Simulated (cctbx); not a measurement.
# Ti5CdFeO12 across an absorption edge

Space group Cm (no. 8), a = 5.1110 Å, b = 9.0870 Å, c = 10.0640 Å, α = 90.00°, β = 97.14°, γ = 90.00°.

```
atom  mult.       x       y       z  Ueq (Å²)
 Cd1      2  0.0800       0  0.2433    0.0344
 Fe1      2  0.0253       0  0.9612    0.0312
 Ti1      2  0.5005       0  0.5014    0.0120
 Ti2      4  0.9940  0.1683  0.5054    0.0234
 Ti3      4  0.5172  0.1764  0.0141    0.0185
  O1      2  0.1900       0  0.6078    0.0469
  O2      2  0.3581       0  0.1047    0.0364
  O3      4  0.8823  0.1618  0.1123    0.0239
  O4      2  0.6439       0  0.8959    0.0325
  O5      4  0.1661  0.1868  0.9045    0.0152
  O6      4  0.7791  0.3442  0.3957    0.0469
  O7      2  0.8032       0  0.3933    0.0431
  O8      4  0.1729  0.3363  0.5948    0.0408
```

The model is made up (kin elements in a known structure type, no relaxation), so it says nothing on whether the phase exists.

Calculated with cctbx: free-atom f′ and f″ from the Sasaki tables, no fine structure; amplitudes in electrons.

| E (eV) | F 2 0 0 | F 0 2 1 | F 1 1 2 | F 1 1 0 |
| --- | --- | --- | --- | --- |
| 6512 | 188.2 | 71.1 | 89.2 | 91.4 |
| 6862 | 187.6 | 72.2 | 89.9 | 89.9 |
| 6992 | 186.5 | 73.0 | 90.5 | 88.6 |
| 7052 | 185.2 | 73.8 | 91.2 | 87.3 |
| 7082 | 184.1 | 74.5 | 91.9 | 86.1 |
| 7097 | 182.9 | 75.3 | 92.6 | 84.9 |
| 7104 | 181.7 | 76.0 | 93.2 | 83.7 |
| 7108 | 180.5 | 76.7 | 93.9 | 82.5 |
| 7116 | 182.4 | 82.7 | 88.6 | 85.5 |
| 7120 | 183.9 | 81.8 | 87.7 | 86.9 |
| 7127 | 185.1 | 81.1 | 87.0 | 88.1 |
| 7142 | 186.5 | 80.3 | 86.2 | 89.4 |
| 7172 | 187.9 | 79.6 | 85.4 | 90.7 |
| 7262 | 189.8 | 78.5 | 84.5 | 92.5 |
| 7512 | 191.7 | 77.4 | 83.7 | 94.2 |

**Question.** Which edge is crossed, and why do the reflections move as they do?

The K edge of Fe. The edge is at 7112 eV. f′ of Fe falls from -3.8 e at 6992 eV to -7.3 e at 4 eV below it, and f″ steps from 0.47 to 3.94 e across it. Over that approach |F| changes by -3 % (2 0 0), +5 % (0 2 1), +4 % (1 1 2) and -7 % (1 1 0): a reflection falls where Fe scatters in phase with the total and rises where it scatters against it; it hardly moves where the Fe term is small or cancels by symmetry or lies in quadrature to the total. The f″ term interferes with the normal scattering with opposite sign for the two Friedel mates. The largest Friedel difference in the scan is 11.5 % of the mean (0 2 1, at 7116 eV).

[Logs are printed without paths, hosts, clocks, repeated set-up lines and the standing remarks that a program may print on its own settings, such as how far it seeks lower states.]
